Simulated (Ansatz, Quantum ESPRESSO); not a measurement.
**Equation of state of hcp Re**

How stiff is hcp Re under hydrostatic load? Each row relaxes cell and atoms at a set pressure. The phase is followed to these pressures whether or not it stays the stable one.

Calculated with Ansatz 0.2.0, PBEsol, PAW files of the set soft_1, cutoff 600 eV, Fermi–Dirac smearing 0.05 eV, k-mesh 18×18×10, no spin polarisation, no spin-orbit coupling.

Reference cell, relaxed at zero pressure with PBEsol (P6_3/mmc): a = 2.7506 Å, b = 2.7506 Å, c = 4.4427 Å, α = 90.00°, β = 90.00°, γ = 120.00°.

```csv
atom,x,y,z
Re,0.3333,0.6667,0.7500
Re,0.6667,0.3333,0.2500
```

| V (Å³/atom) | V/V0 | P (GPa) | E − E0 (meV/atom) |
| --- | --- | --- | --- |
| 14.7085 | 1.0105 | −4.003 | 1.9 |
| 14.3749 | 0.9876 | 5.006 | 2.8 |
| 14.2066 | 0.9761 | 9.988 | 10.6 |
| 14.0473 | 0.9651 | 14.998 | 23.0 |
| 13.8972 | 0.9548 | 19.997 | 39.4 |

V0 = 14.5551 Å³ an atom, where the residual pressure P0 is +0.004 GPa. **Question.** Fit the Birch–Murnaghan law and give the pressure and the energy at V = 13.6196 Å³ an atom, a row left out above.

With the Eulerian strain f = ½[(V0/V)^(2/3) − 1] and F = (P − P0)/[3f(1 + 2f)^(5/2)], the third-order law is the line F = B0 + (3/2) B0 (B′ − 4) f.

| f | F (GPa) |
| --- | --- |
| 0.01566 | 394.04 |
| 0.01198 | 393.28 |
| 0.00814 | 392.47 |
| 0.00417 | 391.63 |
| −0.00348 | 390.30 |

A straight line through the 5 rows: the means are 0.007294 for f and 392.34 for F, Σ(Δx)² = 0.0002185 and ΣΔxΔy = 0.04293, so the slope is 0.04293/0.0002185 = 196.49 and the intercept 392.34 − (196.49)(0.007294) = 390.91.

Hence B0 = 390.9 GPa and B′ = 4 + (196.5)/(1.5 × 390.9) = 4.34. For the withheld volume f = 0.02264, F = 395.36 GPa and P = 30.00 GPa, an extrapolation past the fitted rows. The run itself gives 30.00 GPa, so the estimate misses by 0.00 GPa, a rounding's worth.

Integrating the same law gives E − E0 = (9/2) B0 V0 f²[1 + (B′ − 4) f] + P0(V0 − V), with 1 GPa Å³ = 6.2415 meV: 82.6 meV an atom. The run itself gives 82.6 meV, so the estimate misses by 0.0 meV, a rounding's worth.

The same fit over all rows at other levels or in other programs gives B0 = 393 GPa with PBEsol (Quantum ESPRESSO, GBRV).

[Logs are printed without paths, hosts, clocks, repeated set-up lines and the standing remarks that a program may print on its own settings, such as how far it seeks lower states.]
